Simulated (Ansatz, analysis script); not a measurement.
# Free-standing square Mo monolayer, spacing 3.288 Å: how near to magnetism, part 2 of 2

Wanted: E(M), the field that holds each moment, and the spin susceptibility of a free-standing square Mo monolayer, spacing 3.288 Å.

Ansatz 0.2.0; LDA, PAW set soft_1 (files made for PBE).

So far. Step 8 (Total moment fixed at 1.591 μB): The energy is -157 meV from the state without spin, and the largest site carries 1.30 μB.

## Step 9: Total moment fixed at 2.5 μB

Level of this step: Ansatz DFT, collinear, total moment fixed by two Fermi levels; LDA, PAW set soft_1; PAW set soft_1 (Ansatz).

Input file input.yaml:

```yaml
crystal:
  lattice:
    - [3.288, 0.0, 0.0]
    - [0.0, 3.288, 0.0]
    - [0.0, 0.0, 14.0]
  atoms:
    - { symbol: Mo, position: [0.0, 0.0, 0.5], spin: 2.5 }
magnetization:
  spin_polarized: true
  initial_magnetization: 2.5
  spin_locking: { lock_magnetization: hard }
kpoints:
  mp_grid: { grid: [16, 16, 1] }
hamiltonian:
  xc: lda
  pseudopotentials: { kind: paw, azcp: { folder: soft_1 }, xc_functional: pbe }
scf:
  occupations: { method: fermi_dirac, width: 0.1 }
  max_iter: 120
  convergence: { dr2_threshold: 1.0e-08 }
  lower_state_search: "off"
basis:
  ecutwfc: 420.0
```

Command:

```
$ ansatz run input.yaml --threads 1 --pin off --max-ram 2560MiB --backend cpu --events-out ev --progress --plain --runs-dir out
```

Numbers of over 12 decimals in the logs are rounded to 6 here.

The program printed:

```text
[...]
Crystal: 1 atoms, lattice volume = 151.353 Å³
Basis set: ecut = 420 eV, 2991 PW (Γ)
Bands: 13, of which v1, the nominal top of the filled ones, is band 7 counted from 1 (6 counted from 0)
Symmetry: 16 space group operations
[...]
k-points: 45 of 256
[...]
Starting moments: Σ|m| = 2.5 μB on 1 of 1 site
[...]
Magnetization: 2.5000 μB (8.2500 up, 5.7500 down)
Absolute magnetization: 2.5003 μB (∫|ρ↑−ρ↓|, with the PAW one-centre terms)
[...]
Per-site moments (μB) at R_I (Å): [(2.051882, 1.3563)]
Free energy (F): -4836.526001 eV
[...]
Internal energy: -4836.409052 eV  (E = F + TS)
E sigma→0 (E₀):  -4836.467526 eV
Entropy (-TS):   -0.116949 eV (-116.949 meV/atom)
Fermi energy:    -1.917908 (↑ -2.041473, ↓ -1.794343) eV
[...]
[key lines of the parts left out:]
SCF converged after 10 iterations
```

It took 9.1 s on 1 thread of Arm Neoverse V2, shared host; peak memory 0.41 GiB.

The energy is -272 meV from the state without spin, and the largest site carries 2.05 μB.

7 more runs differ from these in the same keys alone and are tabled below.

## Step 10: No field, tight threshold

A field gives a second route to the same curve. A thousand tesla shift each spin by 58 meV, and the threshold is tightened so that small induced moments are resolved.

input.yaml, the sections that differ from step 9:

```yaml
crystal:
  lattice:
    - [3.288, 0.0, 0.0]
    - [0.0, 3.288, 0.0]
    - [0.0, 0.0, 14.0]
  atoms:
    - { symbol: Mo, position: [0.0, 0.0, 0.5], spin: 3.04 }
magnetization:
  spin_polarized: true
scf:
  occupations: { method: fermi_dirac, width: 0.1 }
  max_iter: 120
  convergence: { dr2_threshold: 1.0e-10 }
  lower_state_search: "off"
# kpoints, hamiltonian, basis: as in step 9
```

The program printed:

```text
[...]
Crystal: 1 atoms, lattice volume = 151.353 Å³
Basis set: ecut = 420 eV, 2991 PW (Γ)
Bands: 13, of which v1, the nominal top of the filled ones, is band 7 counted from 1 (6 counted from 0)
Symmetry: 16 space group operations
[...]
k-points: 45 of 256
[...]
Starting moments: Σ|m| = 3.04 μB on 1 of 1 site
[...]
SCF converged after 12 iterations
Magnetization: 3.7121 μB (8.8560 up, 5.1440 down)
Absolute magnetization: 3.7124 μB (∫|ρ↑−ρ↓|, with the PAW one-centre terms)
[...]
Per-site moments (μB) at R_I (Å): [(3.035900, 1.3563)]
Free energy (F): -4836.634109 eV
[...]
Internal energy: -4836.549968 eV  (E = F + TS)
E sigma→0 (E₀):  -4836.592039 eV
Entropy (-TS):   -0.084141 eV (-84.141 meV/atom)
Fermi energy:    -1.771895 eV
[...]
```

Elapsed: 9.3 s, on 1 thread; peak memory 0.4 GiB.

The net moment is 3.71 μB a cell.

## Step 11: Field of 1500 T

Edit input.yaml of step 10 so:

```diff
@@ -9,2 +9,3 @@
   spin_polarized: true
+  magnetic_field: 1500.0
 kpoints:
```

The program printed:

```text
[...]
Crystal: 1 atoms, lattice volume = 151.353 Å³
Basis set: ecut = 420 eV, 2991 PW (Γ)
Bands: 13, of which v1, the nominal top of the filled ones, is band 7 counted from 1 (6 counted from 0)
Symmetry: 16 space group operations
[...]
k-points: 45 of 256
[...]
Starting moments: Σ|m| = 3.04 μB on 1 of 1 site
[...]
SCF converged after 13 iterations
Magnetization: 4.1311 μB (9.0656 up, 4.9344 down)
Absolute magnetization: 4.1315 μB (∫|ρ↑−ρ↓|, with the PAW one-centre terms)
[...]
Per-site moments (μB) at R_I (Å): [(3.363006, 1.3563)]
Free energy (F): -4836.973282 eV
[...]
Internal energy: -4836.891169 eV  (E = F + TS)
E sigma→0 (E₀):  -4836.932226 eV
Entropy (-TS):   -0.082113 eV (-82.113 meV/atom)
Fermi energy:    -1.794493 eV
[...]
```

Run time: 9.4 s. Hardware: 1 thread; peak memory 0.4 GiB.

The net moment is 4.13 μB a cell.

2 more runs differ from these in the same keys alone and are tabled below.

## Step 12: Analysis

The energy less the state without spin by total moment:

```csv
total moment (μB/cell),energy less the state without spin (meV/cell)
0.00,0
0.23,-6.15
0.46,-22.6
0.68,-45.4
0.91,-71.8
1.14,-99.8
1.36,-128
1.59,-157
1.82,-186
2.04,-215
2.27,-244
2.50,-272
```

The field that holds a moment is half the difference of the two Fermi levels over μB.

Field that holds the moment against total moment:

```csv
total moment (μB/cell),field that holds the moment (T)
0.227,-903
0.455,-1534
0.682,-1903
0.909,-2088
1.136,-2161
1.364,-2185
1.591,-2192
1.818,-2198
2.045,-2201
2.273,-2184
2.500,-2135
```

The total moment by field:

```csv
field (T),total moment (μB/cell)
0,3.71
300,3.78
600,3.86
1500,4.13
```

Three Landau terms miss the curve as a whole or at its small-moment end, and no Stoner analysis is made here.

## Step 13: What came out

```
state of the free run                              : ferromagnetic
net moment of the free run                         : 3.71 μB
energy of the free run from the state without spin : -380 meV a cell
lowest of the fixed moments tried                  : M = 2.5 μB, -272 meV
dM/dB between 0 and 300 T                          : 0.232 μB a cell per 1000 T
```

What this shows: At this level the system is magnetic: the free run keeps 3.04 μB on the largest site. No other order was typed. The free run, at 3.71 μB, lies 380 meV under the state without spin and so below every fixed moment tried: the minimum lies beyond the last point. Among the fixed moments, E(M) falls 272 meV below the state without spin and is lowest near 2.5 μB, the last point, so the minimum may lie beyond. The field acts on spins alone. The 15 fixed-moment and field runs took 2.1 min of wall time, added up. Energies are free energies at a smearing of 0.1 eV, and with partly filled levels differences shift, at times strongly, as the smearing goes to zero. The cell was taken as built, with atoms unrelaxed. In doubt: the program's search for lower states was switched off, so a lower magnetic state than those reached may exist.

[Logs and program files are shortened in this print: banners, set-up blocks, solver, clock and traceback lines can be left out without a mark of their own.]

[Logs are printed without paths, hosts, clocks, repeated set-up lines and the standing remarks that a program may print on its own settings, such as how far it seeks lower states.]

[Hosts, paths, dates, database ids (printed as entryN), source tags and the programs' standing remarks are cut or masked in the printed files.]
